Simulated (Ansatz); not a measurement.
# G0W0 on several functionals: TaAgO3 (R3c)

Aim: G0W0 for TaAgO3 (R3c) on several starting functionals, at one mesh, band count and screening cutoff.

Program: Ansatz 0.2.0. Level of theory: G0W0 on several functionals, plane waves, PAW. Results are calculated unless marked as measured.

In doubt: one-shot GW on d or f shells is unsure, so the values of those runs are not to be relied on; masses and optical values from hybrid runs of this build are listed as unsure (steps 3, 4), which bears on the screening that GW takes from such a start.

### 1. The starting structure

The structure is trigonal, space group R3c (No. 161). The conventional cell has a = 5.528 Å, b = 5.528 Å, c = 13.716 Å, α = 90.00°, β = 90.00°, γ = 120.00°. Ta has 6 O at 1.96 to 2.03 Å nearest. Nearest to Ag lie 6 O at 2.40 to 2.78 Å. Nearest to O lie 2 Ta at 1.96 to 2.03 Å and 2 Ag at 2.40 to 2.78 Å. Farther neighbours and most contacts between anions are not listed.

Geometry: measured cell, ions relaxed with LDA. The runs that relaxed it are not among those shown. Spin-orbit coupling is left out unless a step names it.

### 2. G0W0 on LDA

Now the one-shot GW correction: screening in the RPA, then the self-energy of the levels asked for. This step takes PAW set soft_1 files.

This step: G0W0 on LDA, plane waves, PAW; PAW set soft_1.

Contents of input.yaml:

```yaml
crystal:
  lattice:
    - [2.76405, 1.5958250116, 4.5719666667]
    - [-2.76405, 1.5958250116, 4.5719666667]
    - [0.0, -3.1916500231, 4.5719666667]
  atoms:
    - { symbol: Ta, position: [-0.0026386703, -0.0026386703, -0.0026386703] }
    - { symbol: Ta, position: [0.4973613297, 0.4973613297, 0.4973613297] }
    - { symbol: Ag, position: [0.2490011846, 0.2490011846, 0.2490011846] }
    - { symbol: Ag, position: [0.7490011846, 0.7490011846, 0.7490011846] }
    - { symbol: O, position: [0.8177770222, 0.6856263343, 0.2524341291] }
    - { symbol: O, position: [0.2524341291, 0.8177770222, 0.6856263343] }
    - { symbol: O, position: [0.6856263343, 0.2524341291, 0.8177770222] }
    - { symbol: O, position: [0.7524341291, 0.1856263343, 0.3177770222] }
    - { symbol: O, position: [0.1856263343, 0.3177770222, 0.7524341291] }
    - { symbol: O, position: [0.3177770222, 0.7524341291, 0.1856263343] }
kpoints:
  mp_grid: { grid: [4, 4, 4] }
hamiltonian:
  xc: lda
  pseudopotentials: { kind: paw, azcp: { folder: soft_1 }, xc_functional: pbe }
scf:
  occupations: { method: fixed }
gw:
  n_empty_bands: 258
  ecut_chi: 96
  qp_bands: [v3, c3]
  qp_kpoints: band_edges
  screening: { model: contour_deformation }
```

On the command line:

```
> ansatz run input.yaml --threads 24 --pin off --max-ram 110592MiB --backend cuda --events-out ev --progress --plain --runs-dir out --devices 1 --max-vram 157GiB
```

Numbers of over 12 decimals in the logs are rounded to 6 here.

Log:

```text
GPUs: using 1 of 1 available (devices: 1).
Engine: ansatz 0.2.0, aarch64-unknown-linux-gnu
Pseudopotentials: kind: paw
Pseudopotential: Ta, paw, valence charge 13, recommended cutoff 420 eV (normal), soft_1/Ta.paw.azcp
Pseudopotential: Ag, paw, valence charge 19, recommended cutoff 420 eV (normal), soft_1/Ag.paw.azcp
Pseudopotential: O, paw, valence charge 6, recommended cutoff 420 eV (normal), soft_1/O.paw.azcp
Functional definition: SPW92
  exchange = slater_x
  correlation = pw_c
[...]
Crystal: 10 atoms, lattice volume = 121.000 Å³
Basis set: ecut = 420 eV, 2361 PW (Γ)
Bands: 60, of which v1, the nominal top of the filled ones, is band 50 counted from 1 (49 counted from 0)
Symmetry: 6 space group operations
Space group: R3c (ITA 161), of the structure as read, at distance tolerance 4.9e-5 Å
k-points: 13 of 64 (time reversal used)
Non-local potential: Ta, projectors of the file, l = 0: 3, l = 1: 2, l = 2: 2, l = 3: 1
Non-local potential: Ag, projectors of the file, l = 0: 3, l = 1: 2, l = 2: 2, l = 3: 1
Non-local potential: O, projectors of the file, l = 0: 2, l = 1: 2, l = 2: 1
PAW form: soft (Blöchl's): semilocal exchange-correlation on the pseudo side does not see the compensation charge
PAW frozen core: Ta, regenerated for the run's functional, and the local potential with it (the file was generated under x = pbe(κ = 0.804, μ = 0.219515), c = pbe(β = 0.066725))
PAW frozen core: Ag, regenerated for the run's functional, and the local potential with it (the file was generated under x = pbe(κ = 0.804, μ = 0.219515), c = pbe(β = 0.066725))
PAW frozen core: O, regenerated for the run's functional, and the local potential with it (the file was generated under x = pbe(κ = 0.804, μ = 0.219515), c = pbe(β = 0.066725))
PAW one-centre angular grid: Ta, 590 points (default); XC on 64 Gauss nodes
PAW one-centre angular grid: Ag, 590 points (default); XC on 64 Gauss nodes
PAW one-centre angular grid: O, 110 points (default); XC on 64 Gauss nodes
Initial density: superposition of atomic densities (chi_scale 0.1, normalization cell, long waves kept (reshape's long-wave potential 0.00 eV rms))
Initial wavefunctions: pseudopotential atomic-orbital guess
[...]
Functional: x = slater, c = lda
SCF iter   1: F=—  HF=-37620.494874 eV  |F-HF|=—  |Δ(HF+E_count)|=         —  Δρ=6.34e-2  dr2=3.83e0  ethr=3.10e-3  ⟨swp⟩=4.0  Hψ=2259  notcnv=0  defer=44
preconditioner: auto → Resta (q_TF=auto, 2.643 Å⁻¹)  ε∞=7.9  [insulator: Δε(μ)=2.382 eV  Ē_g=10.571 eV  n_scr=32 (ndim 8)  ℏωp=27.8 eV  f_vac=0.000  ε∞_Penn≈7.9]
SCF iter   2: F=—  HF=-37619.642650 eV  |F-HF|=—  |Δ(HF+E_count)|=   8.52e-1  Δρ=2.77e-2  dr2=5.20e-1  ethr=3.10e-3  ⟨swp⟩=2.0  Hψ=1156  notcnv=0  defer=94
SCF iter   3: F=—  HF=-37619.611298 eV  |F-HF|=—  |Δ(HF+E_count)|=   3.14e-2  Δρ=1.00e-2  dr2=6.39e-2  ethr=5.20e-4  ⟨swp⟩=2.0  Hψ=977  notcnv=0  defer=102
SCF iter   4: F=—  HF=-37619.610441 eV  |F-HF|=—  |Δ(HF+E_count)|=   8.57e-4  Δρ=1.23e-3  dr2=1.02e-3  ethr=6.39e-5  ⟨swp⟩=2.9  Hψ=1483  notcnv=0  defer=102
SCF iter   5: F=—  HF=-37619.610667 eV  |F-HF|=—  |Δ(HF+E_count)|=   2.26e-4  Δρ=3.53e-4  dr2=1.32e-4  ethr=1.02e-6  ⟨swp⟩=2.9  Hψ=1429  notcnv=0  defer=91
SCF iter   6: F=—  HF=-37619.610661 eV  |F-HF|=—  |Δ(HF+E_count)|=   6.41e-6  Δρ=2.37e-4  dr2=5.80e-5  ethr=1.32e-7  ⟨swp⟩=2.0  Hψ=1193  notcnv=0  defer=31
SCF iter   7: F=—  HF=-37619.610650 eV  |F-HF|=—  |Δ(HF+E_count)|=   1.07e-5  Δρ=4.84e-5  dr2=2.46e-6  ethr=5.80e-8  ⟨swp⟩=2.1  Hψ=1123  notcnv=0  defer=29
SCF iter   8: F=-37619.610650 eV  HF=-37619.610650 eV  |F-HF|=2.14e-8  |Δ(HF+E_count)|=   1.91e-7  Δρ=8.34e-6  dr2=7.77e-8  ethr=1.00e-10  ⟨swp⟩=8.4  Hψ=2788  notcnv=0
SCF 1 converged in 8 iterations: F = -37619.610650 eV  dr2 = 7.77e-8
  greatest PAW one-centre occupation: 1.000 electrons in one spin orbital (limit 2), on the Ag atom at site 3 (counted from 0), in its partial waves of l = 0
[...]
NSCF: frozen V_eff on 13 k-points
[...]
SCF converged after 8 iterations
[...]
3    51     13.1580   -13.8107    -4.5616   -19.4818  0.7892    14.2873    14.2674  root
     3    52     14.2888   -14.6966    -4.5299   -20.3616  0.7717    15.4518    15.4239  root
     3    53     14.3924   -14.1900    -4.4714   -19.7758  0.7719    15.5335    15.5068  root
     4    48     10.8764   -31.7105     5.0284   -26.2597  0.7361    10.4499    10.4541  root
     4    49     10.9306   -31.3223     4.9753   -25.9567  0.7369    10.5369    10.5403  root
     4    50     11.0943   -32.0912     5.0284   -26.6392  0.7397    10.6667    10.6707  root
     4    51     13.7306   -13.8788    -4.6076   -19.6250  0.7805    14.8936    14.8692  root
     4    52     14.7774   -13.9895    -4.8146   -19.9624  0.7666    15.9682    15.9358  root
     4    53     15.1161   -14.4134    -4.9451   -20.5444  0.7562    16.3402    16.3021  root
     5    48     10.8469   -31.3836     5.0063   -25.9599  0.7359    10.4254    10.4295  root
     5    49     10.8613   -31.2764     5.0083   -25.8613  0.7355    10.4507    10.4546  root
     5    50     11.1043   -31.6019     4.9957   -26.2254  0.7386    10.7205    10.7236  root
     5    51     14.2343   -14.1742    -4.6472   -19.9757  0.7723    15.4173    15.3886  root
     5    52     14.3853   -14.9659    -4.5300   -20.6510  0.7672    15.5712    15.5404  root
     5    53     14.7523   -13.3021    -4.8178   -19.2328  0.7725    15.8935    15.8652  root
     6    48     10.9529   -31.7881     5.0054   -26.3734  0.7372    10.5397    10.5436  root
     6    49     11.0894   -32.3876     5.0322   -26.9138  0.7398    10.6434    10.6478  root
     6    50     11.1051   -32.1817     4.9964   -26.7566  0.7405    10.6725    10.6765  root
     6    51     13.0511   -13.1827    -4.6609   -18.9731  0.7910    14.2010    14.1805  root
     6    52     14.8579   -14.8022    -4.7536   -20.7601  0.7605    16.0992    16.0622  root
     6    53     15.2458   -15.1976    -4.8441   -21.2616  0.7469    16.5054    16.4657  root
     7    48     10.7916   -30.1747     4.8989   -24.9138  0.7357    10.4266    10.4296  root
     7    49     11.0710   -30.4641     4.9818   -25.1975  0.7356    10.7845    10.7861  root
     7    50     11.0710   -30.4641     4.9818   -25.1975  0.7356    10.7845    10.7861  root
[...]
11    52     14.2742   -14.5603    -4.5738   -20.3036  0.7686    15.4742    15.4437  root
    11    53     15.2737   -14.9837    -4.9686   -21.1729  0.7500    16.5347    16.4943  root
    12    48     10.9163   -31.6078     5.0676   -26.1419  0.7366    10.5144    10.5179  root
    12    49     10.9163   -31.6078     5.0676   -26.1419  0.7366    10.5144    10.5179  root
    12    50     10.9163   -31.6078     5.0676   -26.1419  0.7366    10.5144    10.5179  root
    12    51     14.4893   -11.9651    -5.0331   -18.0749  0.7824    15.5916    15.5660  root
    12    52     14.4893   -11.9651    -5.0331   -18.0749  0.7824    15.5916    15.5660  root
    12    53     15.2872   -15.0205    -5.0798   -21.2973  0.7473    16.5272    16.4843  root
```

Wall time 6.6 s (1 × NVIDIA GB200 with 24 threads of Arm Neoverse V2, shared host); peak memory 1.6 GiB; 22 s of CPU time.

This step gave:

- bands summed: 308
- RPA ε∞ on this mesh (eigenvalues): 6.841, 6.970, 6.970
- plane waves in the screening matrix: 259
- q-points in the mesh: 64
- G0W0 gap on the mesh: 3.344 eV
- k of the valence top: 0, 0, 0
- k of the conduction bottom: 0, -0.5, -0.5
- starting gap on the mesh: 1.865 eV
- Z at the valence top: 0.7333
- Z at the conduction bottom: 0.7910
- least direct G0W0 gap on the computed points: 3.354 eV

The gap on the mesh goes from 1.86 eV to 3.34 eV, a correction of +1.48 eV, though a band edge has moved to another state.

### 3. G0W0 on HSE06

One-shot GW remembers its start. Another functional's orbitals and levels show by how much.

This step: G0W0 on HSE06, plane waves, PAW; PAW set soft_1.

Edit input.yaml of step 2 so:

```diff
@@ -19,4 +19,4 @@
 hamiltonian:
-  xc: lda
-  pseudopotentials: { kind: paw, azcp: { folder: soft_1 }, xc_functional: pbe }
+  xc: hse06
+  pseudopotentials: { kind: paw, azcp: { folder: soft_1 } }
 scf:
```

Log:

```text
GPUs: using 1 of 1 available (devices: 1).
[...]
davidson cushion auto → on  (no smearing: the cushion is to keep the highest requested band from converging to the state above it; pin scf.eigensolver.cushion to override)
[...]
Crystal: 10 atoms, lattice volume = 121.000 Å³
Basis set: ecut = 420 eV, 2361 PW (Γ)
Bands: 60, of which v1, the nominal top of the filled ones, is band 50 counted from 1 (49 counted from 0)
[... 1 set-up line as in the run before ...]
[...]
k-points: 13 of 64 (time reversal used)
[...]
SCF iter   1: F=—  HF=-38458.307311 eV  |F-HF|=—  |Δ(HF+E_count)|=         —  Δρ=7.01e-2  dr2=5.41e0  ethr=1.00e-1  ⟨swp⟩=4.5  Hψ=2226  notcnv=0
[...]
SCF iter   2: F=—  HF=-38457.604354 eV  |F-HF|=—  |Δ(HF+E_count)|=   7.03e-1  Δρ=4.47e-2  dr2=1.57e0  ethr=5.41e-3  ⟨swp⟩=3.5  Hψ=2231  notcnv=0
[...]
SCF iter   6: F=-38457.332086 eV  HF=-38457.332068 eV  |F-HF|=1.77e-5  |Δ(HF+E_count)|=   4.96e-7  Δρ=5.86e-4  dr2=1.51e-4  ethr=1.39e-6  ⟨swp⟩=3.0  Hψ=1857  notcnv=0
SCF 1 stopped early in 6 iterations: F = -38457.332086 eV  dr2 = 1.51e-4
[...]
Exchange kernel: α = 0.2500, screened, ω = 0.2079 Å⁻¹, Wigner–Seitz truncation, v(0) = 1046.0707 eV·Å³, q-mesh 4×4×4, nearest image of the exchange supercell L = 22.11 Å, pair-density grid 24×24×24, without the augmentation charges, whose exchange is taken in its separable form by FFT convolution over the k-point mesh (sized by the pseudopotential files, 32×32×32 at the most), smooth part of the exact exchange by density-matrix convolution in up to 3.73 GiB of GPU memory as planned if the GPU has room (build and FFT work areas not counted)
[...]
hybrid outer 1: dexx = +5.350e-2 eV, tail = 1.49e-4 eV
[...]
SCF 3 converged in 4 iterations: F = -38464.069867 eV  dr2 = 3.09e-9
hybrid outer 2: dexx = +2.479e-6 eV, tail = 8.08e-8 eV, Δε = 2.45e-3 eV (about 6.17e-5 eV left of the loop's levels)
[...]
3    51     13.9567   -13.1316    -4.3618   -18.0372  0.8242    14.5032    14.5006  root
     3    52     15.1598   -14.0982    -4.3131   -19.0384  0.8112    15.7908    15.7868  root
     3    53     15.2664   -14.1713    -4.3131   -19.1274  0.8088    15.9138    15.9094  root
     4    48     10.1061   -31.5881     4.5383   -27.2306  0.7860    10.2864    10.2868  root
     4    49     10.1820   -31.1153     4.5064   -26.8214  0.7856    10.3939    10.3944  root
     4    50     10.3237   -31.8448     4.5384   -27.5070  0.7877    10.5240    10.5244  root
     4    51     14.5647   -13.3309    -4.3740   -18.2882  0.8177    15.1512    15.1480  root
     4    52     15.7390   -13.7346    -4.4902   -18.8498  0.8067    16.3685    16.3640  root
[...]
12    50     10.1366   -31.3384     4.5723   -26.9892  0.7848    10.3591    10.3597  root
    12    51     15.4900   -11.8913    -4.6636   -17.0349  0.8176    15.9724    15.9699  root
    12    52     15.4900   -11.8913    -4.6636   -17.0349  0.8176    15.9724    15.9699  root
    12    53     16.2404   -14.5236    -4.6680   -19.8527  0.7958    16.9074    16.9014  root
```

Wall time 18 s (1 × NVIDIA GB200 with 24 threads); peak memory 2 GiB; 79 s of CPU time.

This step gave:

* bands summed: 308
* RPA ε∞ on this mesh (eigenvalues): 4.661, 4.759, 4.759
* plane waves in the screening matrix: 259
* q-points in the mesh: 64
* G0W0 gap on the mesh: 3.705 eV
* k of the valence top: 0, 0, 0
* k of the conduction bottom: 0, -0.5, -0.5
* starting gap on the mesh: 3.443 eV
* Z at the valence top: 0.7797
* Z at the conduction bottom: 0.8251
* least direct G0W0 gap on the computed points: 3.852 eV

Against the run with 4×4×4 mesh, 258 empty bands, screening to 96 eV, PAW set soft_1 files on LDA, the gap moves by +0.36 eV, while the start moved by +1.58 eV.

### 4. G0W0 on PBE0

This step: G0W0 on PBE0, plane waves, PAW; PAW set soft_1.

Edit input.yaml of step 3 so:

```diff
@@ -19,3 +19,3 @@
 hamiltonian:
-  xc: hse06
+  xc: pbe0
   pseudopotentials: { kind: paw, azcp: { folder: soft_1 } }
```

Log:

```text
GPUs: using 1 of 1 available (devices: 1).
[...]
Crystal: 10 atoms, lattice volume = 121.000 Å³
Basis set: ecut = 420 eV, 2361 PW (Γ)
Bands: 60, of which v1, the nominal top of the filled ones, is band 50 counted from 1 (49 counted from 0)
[... 1 set-up line as in the run before ...]
[...]
k-points: 13 of 64 (time reversal used)
[...]
4    50      9.9327   -31.8158     4.4011   -27.8686  0.8005    10.3847    10.3866  root
     4    51     14.9318   -13.2951    -4.2626   -17.8741  0.8291    15.2490    15.2482  root
     4    52     16.1180   -13.6860    -4.3631   -18.4098  0.8195    16.4799    16.4787  root
[...]
12    50      9.7450   -31.3032     4.4328   -27.3473  0.7977    10.2197    10.2218  root
    12    51     15.8568   -11.8380    -4.5362   -16.5969  0.8296    16.0799    16.0794  root
    12    52     15.8568   -11.8380    -4.5362   -16.5969  0.8296    16.0799    16.0794  root
    12    53     16.6287   -14.4991    -4.5240   -19.4242  0.8098    17.0315    17.0299  root
```

The job ended after 19 s (1 × NVIDIA GB200 with 24 threads; peak memory 2.2 GiB; 75 s of CPU time).

Numbers from this step:

```
bands summed                                 : 308
RPA ε∞ on this mesh (eigenvalues)            : 4.334, 4.424, 4.424
plane waves in the screening matrix          : 259
G0W0 gap on the mesh                         : 3.929 eV
k of the valence top                         : 0, 0, 0
k of the conduction bottom                   : 0, -0.5, -0.5
starting gap on the mesh                     : 4.192 eV
least direct G0W0 gap on the computed points : 4.073 eV
```

Against the run with 4×4×4 mesh, 258 empty bands, screening to 96 eV, PAW set soft_1 files on HSE06, the gap moves by +0.22 eV, while the start moved by +0.75 eV.

### 5. The starts together

All on the 4×4×4 mesh with 258 empty bands and screening to 96 eV. Times are wall times on 1 × NVIDIA GB200 with 24 threads of Arm Neoverse V2, shared host, good to a factor of about two.

```tsv
start	starting gap (eV)	shift (eV)	G0W0 gap (eV)	RPA ε∞ (harmonic mean)	Z (valence, conduction)	time
LDA	1.86	+1.48	3.34	6.93	0.73, 0.79	6.6 s
HSE06	3.44	+0.26	3.71	4.73	0.78, 0.83	18 s
PBE0	4.19	−0.26	3.93	4.39	0.79, 0.84	19 s
```

The parts of the quasiparticle energy at the two band edges (eV; QP = start + Σx + Σc − Vxc):

```tsv
run	edge	start	Σx	Σc	Vxc	Z	QP
LDA	valence top	11.05	-29.52	4.93	-24.37	0.73	10.84
LDA	conduction bottom	13.05	-13.18	-4.66	-18.97	0.79	14.18
HSE06	valence top	10.34	-29.41	4.52	-25.25	0.78	10.70
HSE06	conduction bottom	13.87	-12.71	-4.41	-17.66	0.83	14.40
PBE0	valence top	9.94	-29.39	4.38	-25.63	0.79	10.57
PBE0	conduction bottom	14.22	-12.69	-4.30	-17.26	0.84	14.50
```

For a hybrid start, Vxc holds its share of exact exchange. Where G0W0 reorders the edges (LDA, HSE06 and PBE0), the two states listed lie further apart at the start than the starting gap.

### 6. Summary of results

```yaml
g0w0_lda: 3.34 eV (start 1.86 eV)
g0w0_hse06: 3.71 eV (start 3.44 eV)
g0w0_pbe0: 3.93 eV (start 4.19 eV)
known_limits: not at the basis limit; d shell near the gap, gap tends to lie low; no spin-orbit coupling
```

In words: The starting gaps span 2.33 eV and the G0W0 gaps 0.58 eV. Between LDA and PBE0, 0.58 eV of the 2.33 eV survives, 25 %. PBE0 screens less than LDA (ε∞ 4.39 against 6.93). Of the 0.58 eV by which its G0W0 gap is higher, the correlation part gives +0.90 eV, and exchange with the one-particle terms, which follow the orbitals, −0.32 eV. On PBE0 the correction is negative: that start lies above its own G0W0 value. The smallest correction, +0.26 eV, is on HSE06, the start nearest to reproducing itself, though another is as near within the errors. Bands and cutoff are finite, so the gap is not at the basis limit. The miss can reach some tenths of an eV and take either sign; the mesh is an error of its own. A d shell, filled or nearly so, lies near the gap. One-shot GW converges very slowly in bands there, not always from below, and on a semilocal start the gap tends to come out low; starts rich in exact exchange can overshoot instead. The many-body steps are scalar-relativistic: spin-orbit coupling is not in them.

[Paths, hosts, dates, memory and timing lines, banners, echoed tables and standing remarks are left out of the program output.]

[Logs are printed without paths, hosts, clocks, repeated set-up lines and the standing remarks that a program may print on its own settings, such as how far it seeks lower states.]

[Runs of the session that timed out or met a known fault of the program may be left out.]

[Cells called generated may have been cut or substituted from an entry of the Crystallography Open Database or the Materials Project.]

[Hosts, paths, dates, database ids (printed as entryN), source tags and the programs' standing remarks are cut or masked in the printed files.]
